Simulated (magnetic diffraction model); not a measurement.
## Which magnetic order? CoP₂Pt

Space group P6_3/mmc (no. 194), a = 3.2370 Å, c = 11.1440 Å.

| site | atom | x | y | z |
| --- | --- | --- | --- | --- |
| 2b | Pt | 0 | 0 | 3/4 |
| 2a | Co | 0 | 0 | 1/2 |
| 4f | P | 1/3 | 2/3 | 0.3886 |

This is a made-up structure (elements placed in a structure type, unrelaxed), so the numbers test the method and describe no known phase.

Only Co is taken to order (form factors of Co2+); orders and moment sizes are assumed, and not adapted to the symmetry. Radiation: neutrons of λ = 2.567 Å, 5° to 80°; isotropic B of 0.52 Å² (Pt), 0.69 Å² (Co) and 0.74 Å² (P). The intensities are simulated: I ∝ L Σ (|F_N|² + |F_M⊥|²) for unpolarised neutrons, with F_M = 2.695 fm/μB × Σ f(s) S exp(2πi Q·r) exp(−B s²) at Q = H ± k (one set where k and −k are equivalent), only the part normal to Q counting and L = 1/(sin²θ cos θ). For collinear order S is the moment m, which repeats by lattice and centring translations R with the sign exp(−2πi k·R). Form factors are spin-only for 3d ions and dipole or tabulated for f ions, scattering lengths are Sears's of 1992, and absorption is left out. A label names one of the reflections at its angle. The strongest nuclear line in the range is 100, and lines under 0.2 are left out.

Above the ordering temperature:

```tsv
2θ (°)	index	I
26.64	(0 0 2)	34.0
54.50	(1 0 0)	46.6
54.86	(0 0 4)	1.9
56.34	(1 0 1)	58.4
61.66	(1 0 2)	100.0
70.00	(1 0 3)	74.7
```

Below it (cell unchanged):

| 2θ (°) | I |
| --- | --- |
| 26.64 | 34.0 |
| 29.70 | 51.6 |
| 48.77 | 6.1 |
| 48.97 | 18.0 |
| 54.50 | 46.6 |
| 54.86 | 1.9 |
| 56.34 | 58.4 |
| 61.66 | 100.0 |
| 63.46 | 5.6 |
| 70.00 | 74.7 |
| 76.13 | 6.5 |
| 76.59 | 5.6 |

**Question.** Check that the new lines index with k = (1/2 1/2 0), then choose among these models:
A. collinear moments along [120], 2.36 μB on Co; signs + at (0, 0, 1/2), + at (0, 0, 0)
B. collinear moments along [120], 2.36 μB on Co; signs + at (0, 0, 1/2), − at (0, 0, 0)
C. collinear moments along [100], 2.36 μB on Co; signs + at (0, 0, 1/2), − at (0, 0, 0)
D. collinear moments along [100], 2.36 μB on Co; signs + at (0, 0, 1/2), + at (0, 0, 0)

The new lines index as (1/2 -1/2 1) at 29.70°, (1/2 1/2 1) at 48.77°, (1/2 -1/2 3) at 48.97° and (1/2 1/2 3) at 63.46°, that is as H ± k with k = (1/2 1/2 0), one of 3 inequivalent arms of its star (k and −k counted as one), which a powder can't tell apart. Half indices mean that the moments reverse under translations with k·R a half-integer, and the magnetic cell has twice the primitive volume.

Magnetic intensity, observed (below minus above) and for each model:

| 2θ (°) | index | observed | A | B | C | D |
| --- | --- | --- | --- | --- | --- | --- |
| 26.47 | (1/2 -1/2 0) | <0.2 | 31.3 | <0.2 | <0.2 | 10.4 |
| 29.70 | (1/2 -1/2 1) | 51.6 | <0.2 | 51.6 | 25.9 | <0.2 |
| 37.90 | (1/2 -1/2 2) | <0.2 | 32.1 | <0.2 | <0.2 | 23.0 |
| 48.77 | (1/2 1/2 1) | 6.1 | <0.2 | 6.1 | 15.1 | <0.2 |
| 48.97 | (1/2 -1/2 3) | 18.0 | <0.2 | 18.0 | 15.0 | <0.2 |
| 54.59 | (1/2 1/2 2) | <0.2 | 6.4 | <0.2 | <0.2 | 11.9 |
| 61.92 | (1/2 -1/2 4) | <0.2 | 9.9 | <0.2 | <0.2 | 8.9 |
| 63.46 | (1/2 1/2 3) | 5.6 | <0.2 | 5.6 | 8.4 | <0.2 |

Model B matches.

The absence at (1/2 -1/2 0) is telling: the sublattices cancel there.

The structure used: k = (1/2 1/2 0), collinear moments along [120], 2.36 μB on Co; signs + at (0, 0, 1/2), − at (0, 0, 0).

[Logs are printed without paths, hosts, clocks, repeated set-up lines and the standing remarks that a program may print on its own settings, such as how far it seeks lower states.]
